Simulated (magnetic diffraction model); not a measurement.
# Which magnetic order? Tb2NdCo2Ge4

Space group C2/m (no. 12), a = 10.5950 Å, b = 4.1910 Å, c = 8.2440 Å, β = 106.79°.

```csv
site,atom,x,y,z
4i,Tb,0.8760,1/2,0.3009
2a,Nd,0,0,0
4i,Ge,0.5993,1/2,0.4024
4i,Ge,0.7977,1/2,0.9201
4i,Co,0.6929,0,0.3723
```

The compound is invented for this exercise: a known structure type with other elements, its cell scaled to their sizes and not relaxed.

Only Tb and Nd are taken to order (form factors of Tb3+ and Nd3+); orders and moment sizes are assumed, and not adapted to the symmetry. Radiation: neutrons of λ = 2.52 Å, 1.5° to 70°; isotropic B of 0.36 Å² (Tb), 0.38 Å² (Nd), 0.42 Å² (Ge) and 0.35 Å² (Co). The intensities are simulated: I ∝ L Σ (|F_N|² + |F_M⊥|²) for unpolarised neutrons, with F_M = 2.695 fm/μB × Σ f(s) S exp(2πi Q·r) exp(−B s²) at Q = H ± k (one set where k and −k are equivalent), only the part normal to Q counting and L = 1/(sin²θ cos θ). For a modulated order the moment at position r is S exp(−2πi k·r) + c.c., with S = m/2 for a sine wave of amplitude m and S = m(u + iv)/2 for moments turning in a plane, u and v being orthogonal unit vectors in it; the phase factor of the sum at Q = H + k is then exp(2πi H·r). Form factors are spin-only for 3d ions and dipole or tabulated for f ions, scattering lengths are Sears's of 1992, and absorption is left out. A label names one of the reflections at its angle. The strongest nuclear line in the range is 100, and lines under 0.2 are left out.

Above the ordering temperature:

```csv
2θ (°),index,I
28.77,(2 0 0),1.6
29.38,(2 0 -1),1.5
37.24,(0 0 2),5.7
37.97,(1 1 0),1.7
38.76,(2 0 1),3.0
40.51,(1 1 -1),0.2
44.40,(1 1 1),4.5
50.93,(1 1 -2),2.1
54.48,(2 0 2),0.3
56.00,(3 1 -1),100.0
56.27,(2 0 -3),45.2
56.84,(4 0 -1),13.4
57.22,(3 1 0),49.5
57.23,(0 0 3),22.5
57.41,(1 1 2),93.7
59.59,(4 0 0),4.6
61.64,(3 1 -2),5.1
65.05,(3 1 1),3.7
66.53,(1 1 -3),9.0
68.68,(4 0 1),22.7
```

Below it (cell unchanged):

```tsv
2θ (°)	I
6.89	1596.7
19.64	1.1
28.77	1.6
29.38	1.5
29.62	3.4
30.21	28.8
31.41	19.9
34.37	83.6
37.24	5.7
37.92	10.8
37.97	1.7
38.76	3.0
38.78	2.0
39.42	42.7
40.51	0.2
40.79	19.2
44.40	4.5
44.86	9.5
45.94	4.5
47.10	46.6
50.59	1.2
50.93	2.1
51.37	10.9
52.66	17.8
52.86	30.6
54.48	0.3
54.99	1.9
56.00	100.0
56.27	45.2
56.58	3.3
56.77	9.3
56.84	13.4
57.22	49.5
57.23	22.5
57.31	8.9
57.34	3.8
```
(The table stops after 36 lines; 19 more lie at higher angle.)

**Question.** Find the propagation vector, then choose among these models:
A. moments turning in the plane of [100] and [001], 6.9 μB on Tb and 3.1 μB on Nd; signs + at (0.8760, 1/2, 0.3009), + at (0.6240, 0, 0.6991), + at (0, 0, 0)
B. moments turning in the plane of [010] and [001], 6.9 μB on Tb and 3.1 μB on Nd; signs + at (0.8760, 1/2, 0.3009), + at (0.6240, 0, 0.6991), + at (0, 0, 0)
C. moments turning in the plane of [100] and [010], 6.9 μB on Tb and 3.1 μB on Nd; signs + at (0.8760, 1/2, 0.3009), + at (0.6240, 0, 0.6991), + at (0, 0, 0)
D. a sine wave with moments along [010] (amplitudes given), 6.9 μB on Tb and 3.1 μB on Nd; signs + at (0.8760, 1/2, 0.3009), + at (0.6240, 0, 0.6991), + at (0, 0, 0)

The new lines index as (0 1/5 0) at 6.89°, (0 1/5 1) at 19.64°, (2 1/5 0) at 29.62° and (2 1/5 -1) at 30.21°, that is as H ± k with k = (0 1/5 0). Satellites come in pairs about each point of the reciprocal lattice.

Magnetic intensity, observed (below minus above) and for each model:

| 2θ (°) | index | observed | A | B | C | D |
| --- | --- | --- | --- | --- | --- | --- |
| 6.89 | (0 1/5 0) | 1596.7 | 1596.7 | 798.3 | 798.3 | <0.2 |
| 30.21 | (2 1/5 -1) | 28.8 | 28.8 | 43.8 | 30.4 | 25.9 |
| 31.41 | (1 4/5 0) | 19.9 | 19.9 | 13.4 | 11.3 | 2.3 |
| 34.37 | (1 4/5 -1) | 83.6 | 83.6 | 53.8 | 59.1 | 17.0 |
| 39.42 | (2 1/5 1) | 42.7 | 42.7 | 72.9 | 60.8 | 40.0 |
| 47.10 | (1 6/5 -1) | 46.6 | 46.6 | 26.7 | 28.1 | 4.7 |
| 52.86 | (1 4/5 2) | 30.6 | 30.6 | 29.3 | 38.7 | 16.8 |
| 62.67 | (1 6/5 2) | 24.2 | 24.2 | 19.2 | 24.0 | 8.5 |

Model A matches.

The structure used: k = (0 1/5 0), moments turning in the plane of [100] and [001], 6.9 μB on Tb and 3.1 μB on Nd; signs + at (0.8760, 1/2, 0.3009), + at (0.6240, 0, 0.6991), + at (0, 0, 0).

[Logs are printed without paths, hosts, clocks, repeated set-up lines and the standing remarks that a program may print on its own settings, such as how far it seeks lower states.]
